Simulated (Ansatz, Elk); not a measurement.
**KRuCl3: X-ray structure factors from the self-consistent density**

Structure refinements treat a crystal as free atoms side by side. For a made-up structure of KRuCl3 (cell and positions from a PBE relaxation) the runs below show what the calculated density changes in F(hkl).

Method: DFT, PBE, all-electron APW+lo, Dirac cores, scalar-relativistic bands, static density, no spin, in Elk 11.2.3 (patched build).

This account leaves out most program logs.

The structure was built from a prototype and need not be the compound's stable phase.

**1. The starting structure**

The structure is cubic, space group Pm-3m (No. 221). Conventional cell: a = 4.891 Å, b = 4.891 Å, c = 4.891 Å, α = 90.00°, β = 90.00°, γ = 90.00°. Nearest to Ru lie 6 Cl at 2.45 Å. K has 12 Cl at 3.46 Å nearest. Cl has 2 Ru at 2.45 Å and 4 K at 3.46 Å nearest. Farther neighbours and most contacts between anions are not listed.

**2. Ground state and structure factors**

An all-electron density is needed, since X-rays see the cores too. Task 0 finds the density and task 195 Fourier-transforms it; tshift is off so that phases refer to the origin typed.

Input file elk.in:

```
tasks
  0
  195

xctype
  20

spinpol
  .false.

rgkmax
  7.0

gmaxvr
  14.0

lmaxo
  7

lmaxapw
  8

swidth
  0.002

tshift
  .false.

ramdisk
  .false.

hmaxvr
  5.5

maxscl
  120

epspot
  1e-06

sppath
  './'

avec
  9.24317954128 -0.00000000000 0.00000000000
  -0.00000000000 9.24317954128 0.00000000000
  0.00000000000 -0.00000000000 9.24317954128

atoms
  3
  'Ru.in'
  1
  -0.0000000000 0.0000000000 0.0000000000   0.000000 0.000000 0.000000
  'K.in'
  1
  0.5000000000 0.5000000000 0.5000000000   0.000000 0.000000 0.000000
  'Cl.in'
  3
  0.5000000000 -0.0000000000 -0.0000000000   0.000000 0.000000 0.000000
  0.0000000000 -0.0000000000 0.5000000000   0.000000 0.000000 0.000000
  0.0000000000 0.5000000000 0.0000000000   0.000000 0.000000 0.000000

ngridk
  5 5 5
```

Run with:

```bash
$ OMP_NUM_THREADS=4 elk
```

It took 29 s on 4 threads of Intel Xeon Platinum 8259CL at 2.50GHz (Skylake/Cascade Lake), shared host; peak memory 0.21 GiB; 52 s of CPU time.

SFACRHO.OUT:

```text

h k l indices transformed by vhmat matrix:
   1.000000000       0.000000000       0.000000000    
   0.000000000       1.000000000       0.000000000    
   0.000000000       0.000000000       1.000000000    

      h      k      l  multipl.   |H|            Re(F)            Im(F)           |F|

      0      0      0      1   0.0000000       114.00000      0.18931376E-15   114.00000    
      0      0      1      6  0.67976450       39.195337      0.31599203E-14   39.195337    
      0     -1      1     12  0.96133217       39.635437     -0.59507696E-16   39.635437    
     -1     -1     -1      8   1.1773866      -16.578824     -0.85885366E-14   16.578824    
      0      0     -2      6   1.3595290       84.029016      0.58189568E-14   84.029016    
     -1     -2      0     24   1.5199996       31.706824     -0.34587276E-14   31.706824    
     -2      1      1     24   1.6650762       33.973128      0.47113624E-14   33.973128    
     -2      2      0     12   1.9226643       70.911226      0.12423563E-15   70.911226    
     -2      1     -2     24   2.0392935       28.204563      0.16143893E-14   28.204563    
     -3      0      0      6   2.0392935       27.898320      0.27474991E-13   27.898320    
      0      3     -1     24   2.1496041       29.997628      0.19885630E-14   29.997628    
      3     -1      1     24   2.2545238      -8.7629535     -0.87352663E-14   8.7629535    
      2      2      2      8   2.3547733       63.569357     -0.13790357E-13   63.569357    
      0      3     -2     24   2.4509258       25.854534     -0.25738987E-13   25.854534    
     -3      1      2     48   2.5434459       27.469021      0.24703553E-14   27.469021    
      4      0      0      6   2.7190580       58.496049     -0.81555417E-14   58.496049    
     -1      0      4     24   2.8027408       24.192026     -0.18772742E-14   24.192026    
      2     -3     -2     24   2.8027408       24.338990      0.23717800E-13   24.338990
```

Elk indexes on the primitive cell of elk.in and gives |H| = 4π sin θ/λ in inverse bohr. Below, one row stands for each form hkl of the conventional cell (m members, Friedel mates merged), F is for one primitive cell and the density is static (no thermal factor). Free-atom factors are Waasmaier and Kirfel's, and R is Σm||F|−|F'||/Σm|F|.

```csv
hkl,m,sin θ/λ (Å⁻¹),"abs F, DFT",neutral atoms,diff.
100,6,0.102,39.195,39.151,+0.045
110,12,0.145,39.635,39.904,-0.268
111,8,0.177,16.579,16.142,+0.437
200,6,0.204,84.029,84.005,+0.024
210,24,0.229,31.707,31.801,-0.094
211,24,0.250,33.973,33.966,+0.007
220,12,0.289,70.911,70.973,-0.062
221,24,0.307,28.205,28.192,+0.013
300,6,0.307,27.898,28.192,-0.293
310,24,0.323,29.998,30.085,-0.087
311,24,0.339,8.763,8.805,-0.042
222,8,0.354,63.569,63.501,+0.068
320,24,0.369,25.855,25.891,-0.036
321,48,0.383,27.469,27.349,+0.120
400,6,0.409,58.496,58.630,-0.134
410,24,0.421,24.192,24.218,-0.026
322,24,0.421,24.339,24.218,+0.120
330,12,0.434,25.470,25.354,+0.116
411,24,0.434,25.466,25.354,+0.112
331,24,0.446,7.246,7.457,-0.211
420,24,0.457,55.140,55.147,-0.007
421,48,0.468,22.997,22.911,+0.087
```

**3. The highest occupied states alone**

An energy window below the Fermi level keeps the highest occupied states, to see at which angles they scatter; shallow core shells can lie inside it and anion s states outside. No new self-consistency is needed.

Changes to elk.in since step 2:

```diff
@@ -1,3 +1,2 @@
 tasks
-  0
   195
@@ -40,2 +39,5 @@
 
+wsfac
+  -0.306840 0.434150
+
 sppath
```

Run with:

```bash
$ OMP_NUM_THREADS=4 elk
```

The job ended after 15 s (4 threads; peak memory 0.16 GiB).

States within 12 eV below the Fermi level hold 24.00 electrons; any levels below the window count with the cores. Their amplitudes can exceed the total, where window and core parts have opposite phase:

```
hkl  sin θ/λ (Å⁻¹)  abs F, window  abs F, all
100          0.102          9.325      39.195
110          0.145          1.217      39.635
111          0.177          3.279      16.579
200          0.204          7.359      84.029
210          0.229          3.222      31.707
211          0.250          0.901      33.973
220          0.289          2.415      70.911
221          0.307          1.231      28.205
300          0.307          0.784      27.898
310          0.323          0.336      29.998
```

**4. Another functional**

The difference from free atoms is small, so it is set against the change that LDA (Perdew-Wang) makes.

Changes to elk.in since step 3:

```diff
@@ -1,2 +1,3 @@
 tasks
+  0
   195
@@ -4,3 +5,3 @@
 xctype
-  20
+  3
 
@@ -39,5 +40,2 @@
 
-wsfac
-  -0.306840 0.434150
-
 sppath
```

Run with:

```bash
$ OMP_NUM_THREADS=4 elk
```

Wall time 17 s (4 threads); peak memory 0.18 GiB.

Against the first run R = 0.07 %; the largest change is -0.080 at 200.

**5. Basis size**

A smaller basis shows how fast F responds to it; the change is likely larger than the basis error of the first run, but doesn't show convergence.

Changes to elk.in since step 4:

```diff
@@ -5,3 +5,3 @@
 xctype
-  3
+  20
 
@@ -11,3 +11,3 @@
 rgkmax
-  7.0
+  5.5
```

Run with:

```bash
$ OMP_NUM_THREADS=4 elk
```

The job ended after 26 s (4 threads; peak memory 0.2 GiB; 42 s of CPU time).

Against the first run R = 0.05 %; the largest change is -0.092 at 200.

**6. Settings against the effect**

```
              run  R against the first run (%)  R against neutral atoms, low angle (%)  wall time
    PBE, rgkmax 7                         0.00                                    0.27       29 s
LDA (Perdew-Wang)                         0.07                                    0.28       17 s
       rgkmax 5.5                         0.05                                    0.32       26 s
```

**7. Summary of results**

| Item | Value |
| --- | --- |
| R against neutral atoms, sin θ/λ < 0.3 Å⁻¹ | 0.27 % |
| R against neutral atoms, 0.3 to 0.82 Å⁻¹ | 0.37 % |

In words: Independent neutral atoms miss the calculated amplitudes by R = 0.27 % below 0.3 Å⁻¹ and 0.37 % from there to 0.82 Å⁻¹; by shells, 0.49 % below 0.15 Å⁻¹ (2 forms), 0.22 % 0.15 to 0.3 (5 forms), 0.38 % 0.3 to 0.45 (13 forms), 0.37 % above 0.45 (62 forms). Bonding, aspherical density and the tables' own atoms all enter these figures, and the runs don't part them. The largest change of an amplitude is +0.44 electrons, at 111. The window's part falls from 24.0 electrons at the origin to at most 0.55 between 0.45 and 0.82 Å⁻¹. Below 0.3 Å⁻¹ the changes that finished (LDA (Perdew-Wang) and rgkmax 5.5) move F by R = 0.07 % at most, against the 0.27 % that separates it from free atoms. The k-mesh has no finished test. These runs have no spin, though d or f shells may be open. Part of the difference isn't bonding: the tables are fits to free atoms and ions calculated by other methods than this functional. Thermal motion, anomalous dispersion and extinction are left out.

[Logs are printed without paths, hosts, clocks, repeated set-up lines and the standing remarks that a program may print on its own settings, such as how far it seeks lower states.]

[Hosts, paths, dates, database ids (printed as entryN), source tags and the programs' standing remarks are cut or masked in the printed files.]
